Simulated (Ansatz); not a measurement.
**Y2Ti2O7 (Fd-3m): the dielectric response by several routes**

Aim: the electronic dielectric constant of Y2Ti2O7 (Fd-3m) by perturbation theory, a sum over states and the RPA step of G0W0.

Calculated with Ansatz 0.2.0; linear response on LDA, plane waves, PAW.

This is a report of a sequence of runs, with most program output left out.

### Step 1. Set-up

It takes space group Fd-3m (No. 227, cubic). Conventional cell: a = 10.099 Å, b = 10.099 Å, c = 10.099 Å, α = 90.00°, β = 90.00°, γ = 90.00°. Y has 8 O at 2.19 to 2.48 Å nearest. Nearest to Ti lie 6 O at 1.96 Å. Nearest to O lie 2 Ti at 1.96 Å and 2 Y at 2.48 Å. Nearest to O lie 4 Y at 2.19 Å. Farther neighbours and most contacts between anions are not listed.

Coordinates:

```xyz
22
Lattice="0.0000 5.0493 5.0493 5.0493 0.0000 5.0493 5.0493 5.0493 0.0000" Properties=species:S:1:pos:R:3 pbc="T T T"
Y     1.2623    1.2623    1.2623
Y     1.2623    3.7870    3.7870
Y     3.7870    3.7870    1.2623
Y     3.7870    1.2623    3.7870
Ti    6.3116    6.3116    6.3116
Ti    6.3116    3.7870    3.7870
Ti    3.7870    3.7870    6.3116
Ti    3.7870    6.3116    3.7870
O     9.6396    7.5739    7.5739
O     5.0493    7.1149    5.0493
O     5.5083    7.5739    7.5739
O     5.0493    2.9837    5.0493
O     7.5739    9.6396    7.5739
O     5.0493    5.0493    7.1149
O     7.5739    5.5083    7.5739
O     5.0493    5.0493    2.9837
O     2.9837    5.0493    5.0493
O     7.5739    7.5739    9.6396
O     7.1149    5.0493    5.0493
O     7.5739    7.5739    5.5083
O     0.0000    0.0000    0.0000
O     2.5246    2.5246    2.5246
```

Geometry: measured cell, ions relaxed with LDA. The runs that relaxed it are not among those shown. The default PAW set here is soft_2. Its files were made with PBE.

### Step 2. Response to a homogeneous field

The response to a uniform field gives ε∞, a yardstick for the screening that GW builds on its mesh.

This step: dielectric response by perturbation theory, LDA, plane waves, PAW.

input.yaml

```yaml
crystal:
  lattice:
    - [0.0, 5.0493, 5.0493]
    - [5.0493, 0.0, 5.0493]
    - [5.0493, 5.0493, 0.0]
  atoms:
    - { symbol: "Y", position: [0.125, 0.125, 0.125] }
    - { symbol: "Y", position: [0.625, 0.125, 0.125] }
    - { symbol: "Y", position: [0.125, 0.125, 0.625] }
    - { symbol: "Y", position: [0.125, 0.625, 0.125] }
    - { symbol: Ti, position: [0.625, 0.625, 0.625] }
    - { symbol: Ti, position: [0.125, 0.625, 0.625] }
    - { symbol: Ti, position: [0.625, 0.625, 0.125] }
    - { symbol: Ti, position: [0.625, 0.125, 0.625] }
    - { symbol: O, position: [0.5454541437, 0.9545458563, 0.9545458563] }
    - { symbol: O, position: [0.7045458563, 0.2954541437, 0.7045458563] }
    - { symbol: O, position: [0.9545458563, 0.5454541437, 0.5454541437] }
    - { symbol: O, position: [0.2954541437, 0.7045458563, 0.2954541437] }
    - { symbol: O, position: [0.9545458563, 0.5454541437, 0.9545458563] }
    - { symbol: O, position: [0.7045458563, 0.7045458563, 0.2954541437] }
    - { symbol: O, position: [0.5454541437, 0.9545458563, 0.5454541437] }
    - { symbol: O, position: [0.2954541437, 0.2954541437, 0.7045458563] }
    - { symbol: O, position: [0.7045458563, 0.2954541437, 0.2954541437] }
    - { symbol: O, position: [0.9545458563, 0.9545458563, 0.5454541437] }
    - { symbol: O, position: [0.2954541437, 0.7045458563, 0.7045458563] }
    - { symbol: O, position: [0.5454541437, 0.5454541437, 0.9545458563] }
    - { symbol: O, position: [0.0, 0.0, 0.0] }
    - { symbol: O, position: [0.25, 0.25, 0.25] }
kpoints:
  mp_grid: { grid: [4, 4, 4] }
hamiltonian:
  xc: lda
scf:
  occupations: { method: fixed }
dielectric: {}
```

Launch:

```sh
$ ansatz run input.yaml --threads 24 --pin off --max-ram 82944MiB --backend cuda --events-out ev --progress --plain --runs-dir out --devices 1 --max-vram 78GiB
```

It took 9.8 s on 1 × NVIDIA GB200 (shared by 2 runs) with 24 threads of Arm Neoverse V2, shared host; peak memory 4.1 GiB.

This step gave:

```
stated error of ε∞ : 0.025
```

One over ε∞ averages 0.17, under the quarter of exact exchange in PBE0, which by this rule of thumb may open the gap too far.

High-frequency dielectric tensor:

```
6.00 0.00 0.00
0.00 6.00 0.00
0.00 0.00 6.00
```

Born effective charge (e), principal values of the symmetric part by kind of site:

```tsv
atom	atoms with these values	low	middle	high	mean
Y1	4	3.92	3.92	3.95	3.93
Ti5	4	6.45	6.74	6.74	6.64
O9	12	-4.91	-2.46	-1.86	-3.08
O21	2	-2.68	-2.68	-2.68	-2.68
```

In full for Ti5:

```
 6.64 -0.10 -0.10
-0.10  6.64 -0.10
-0.10 -0.10  6.64
```

### Step 3. Independent-particle spectrum

The independent-particle spectrum shows where the oscillator strength lies, before excitons and local fields.

This step: independent-particle optics on LDA, plane waves, PAW.

Edit input.yaml of step 2 so:

```diff
@@ -34,2 +34,4 @@
   occupations: { method: fixed }
-dielectric: {}
+  n_extra_bands: 176
+output:
+  optics: { e_range: [0, 25], de: 0.1, sigma: 0.2 }
```

Wall time 4.5 s (1 × NVIDIA GB200 (shared by 2 runs) with 24 threads); peak memory 3.2 GiB.

Numbers from this step:

| Quantity | Value |
| --- | --- |
| ε∞ without local fields (xx, yy, zz) | 6.210, 6.210, 6.210 |
| electrons in the f-sum (xx, yy, zz) | 120.3, 120.3, 120.3 |
| bands in the explicit sum (the static value is completed to all bands) | 264 |

The sum gives ε∞ = 6.21 without local fields.

The ε₂, xx=yy=zz has structure finer than the step of the table below, so its rows give means over 1 eV, whole bins alone (the curve runs from 0 to 25 eV). Peaks (eV: height): 4.1: 7.34, 6.7: 7.62, 7.7: 7.38, 19.6: 1.77.

Independent particles, no local fields, Gaussian width 0.2 eV. Table of ε₂, xx=yy=zz by photon energy; means over each step:

```tsv
photon energy (eV)	ε₂, xx=yy=zz
2	3.7e-4
3	2.32
4	6.73
5	3.41
6	4.73
7	6.85
8	6.22
9	4.59
10	3.56
11	2.84
12	1.36
13	0.694
14	0.734
15	0.878
16	1.25
17	1.32
18	1.21
19	1.62
20	1.74
21	1.45
22	1.01
23	0.887
24	0.788
```

The loss function, xx=yy=zz has structure finer than the step of the table below, so its rows give means over 1 eV, whole bins alone (the curve runs from 0 to 25 eV). Peaks (eV: height): 13.0: 1.53, 21.9: 0.846.

Independent particles, no local fields, Gaussian width 0.2 eV. The loss function, xx=yy=zz by photon energy; means over each step:

photon energy (eV), loss function, xx=yy=zz and a bar:
```
        2       0.00 
        3       0.02 
        4       0.09 ##
        5       0.13 ###
        6       0.08 ##
        7       0.12 ###
        8       0.16 ####
        9       0.22 #####
       10       0.28 #######
       11       0.29 #######
       12       0.60 ##############
       13       1.26 ##############################
       14       0.68 ################
       15       0.41 ##########
       16       0.43 ##########
       17       0.43 ##########
       18       0.43 ##########
       19       0.40 #########
       20       0.48 ###########
       21       0.65 ################
       22       0.80 ###################
       23       0.71 #################
       24       0.58 ##############
```

Independent particles, no local fields, Gaussian width 0.2 eV. The ε₁, xx=yy=zz by photon energy:

```tsv
photon energy (eV)	ε₁, xx=yy=zz
0.0	6.16
0.5	6.20
1.0	6.34
1.5	6.62
2.0	7.10
2.5	8.10
3.0	10.9
3.5	9.23
4.0	5.89
4.5	2.93
5.0	3.52
5.5	5.42
6.0	6.46
6.5	5.33
7.0	2.45
7.5	2.80
8.0	0.165
8.5	0.326
9.0	-0.238
9.5	-0.360
10.0	-0.491
10.5	-0.392
11.0	-1.28
11.5	-1.19
12.0	-0.456
12.5	-0.568
13.0	0.0623
13.5	0.457
14.0	0.845
14.5	0.864
15.0	1.24
15.5	1.33
16.0	1.15
16.5	1.12
17.0	1.17
17.5	0.981
18.0	1.16
18.5	1.38
19.0	1.19
19.5	1.03
20.0	0.813
20.5	0.559
21.0	0.304
21.5	0.382
22.0	0.495
22.5	0.595
23.0	0.656
23.5	0.754
24.0	0.860
24.5	1.06
25.0	1.56
```

### Step 4. RPA screening from the G0W0 run

Now the one-shot GW correction: screening in the RPA, then the self-energy of the levels asked for.

This step: G0W0 on LDA, plane waves, PAW.

Edit input.yaml of step 3 so:

```diff
@@ -29,3 +29,3 @@
 kpoints:
-  mp_grid: { grid: [4, 4, 4] }
+  mp_grid: { grid: [2, 2, 2] }
 hamiltonian:
@@ -34,4 +34,7 @@
   occupations: { method: fixed }
-  n_extra_bands: 176
-output:
-  optics: { e_range: [0, 25], de: 0.1, sigma: 0.2 }
+gw:
+  n_empty_bands: 968
+  ecut_chi: 140.0
+  qp_bands: [v4, c4]
+  qp_kpoints: band_edges
+  screening: { model: contour_deformation }
```

The job ended after 4.5 s (1 × NVIDIA GB200 (shared by 2 runs) with 24 threads; peak memory 1.8 GiB).

Numbers from this step:

```
bands summed                                 : 1056
RPA ε∞ on this mesh (eigenvalues)            : 6.174, 6.174, 6.174
plane waves in the screening matrix          : 941
G0W0 gap on the mesh                         : 4.644 eV
k of the valence top                         : 0, -0.5, -0.5
k of the conduction bottom                   : 0, 0, 0
starting gap on the mesh                     : 2.782 eV
least direct G0W0 gap on the computed points : 4.650 eV
```

The gap on the mesh goes from 2.78 eV to 4.64 eV, a correction of +1.86 eV. Between the two edge states, bare exchange in place of the xc potential would open the gap by 13.62 eV, and correlation takes back 11.76 eV.

Mean over the mesh in bins of 0.25 1/Å. Table of static inverse dielectric function, diagonal by length of q+G:

```tsv
length of q+G (Å⁻¹)	static inverse dielectric function, diagonal
0.57	0.239
1.00	0.339
1.33	0.428
1.52	0.473
1.84	0.556
2.02	0.593
2.26	0.646
2.47	0.684
2.76	0.732
3.04	0.770
3.26	0.795
3.52	0.820
3.76	0.841
4.02	0.861
4.24	0.876
4.50	0.892
4.76	0.907
4.99	0.918
5.24	0.930
5.48	0.940
5.76	0.950
5.98	0.957
```

### Step 5. The values together

Times are wall times on 1 × NVIDIA GB200 (shared by 2 runs) with 24 threads of Arm Neoverse V2, shared host, good to a factor of about two.

```tsv
method	mesh	ε∞, low	middle	high	mean	time
perturbation theory (local fields and xc kernel)	4×4×4 (response on 216 points)	6.00	6.00	6.00	6.00	9.8 s
sum over states (no local fields)	4×4×4	6.21	6.21	6.21	6.21	4.5 s
RPA with local fields, on the GW mesh	2×2×2	6.17	6.17	6.17	6.17	4.5 s
```

### Step 6. What came out

```
perturbation theory (local fields and xc kernel) : 6.00, 6.00, 6.00
sum over states (no local fields)                : 6.21, 6.21, 6.21
RPA with local fields, on the GW mesh            : 6.17, 6.17, 6.17
```

What this shows: Mean Born effective charge: Y1 3.93, Ti5 6.64, O9 -3.08, O21 -2.68 e. The most distinct maxima of the ε₂, xx=yy=zz lie at 4.1, 6.7, 7.7 and 19.6 eV, the highest at 6.7 eV. The most distinct maxima of the loss function, xx=yy=zz lie at 13.0 and 21.9 eV, the highest at 13 eV. The sum without local fields gives 6.21 in the mean against 6.00 by perturbation theory; local fields lower ε∞ and the xc kernel gives part of it back, though the sum also carries the error of its own mesh. The RPA values on the 2×2×2 mesh average 1.03 times those of perturbation theory (means 6.17 and 6.00). Without the xc kernel RPA should lie a little lower; it lies higher here. Perturbation theory sums its response on a denser mesh of its own, so the coarser sum of the GW run is the likely cause. LDA usually puts the gap too low, which tends to raise ε∞. Ions are clamped, so the lattice part of the static constant is not in these numbers.

[Paths, hosts, dates, memory and timing lines, banners, echoed tables and standing remarks are left out of the program output.]

[Logs are printed without paths, hosts, clocks, repeated set-up lines and the standing remarks that a program may print on its own settings, such as how far it seeks lower states.]

[Runs of the session that timed out or met a known fault of the program may be left out.]

[Cells called generated may have been cut or substituted from an entry of the Crystallography Open Database or the Materials Project.]

[Hosts, paths, dates, database ids (printed as entryN), source tags and the programs' standing remarks are cut or masked in the printed files.]
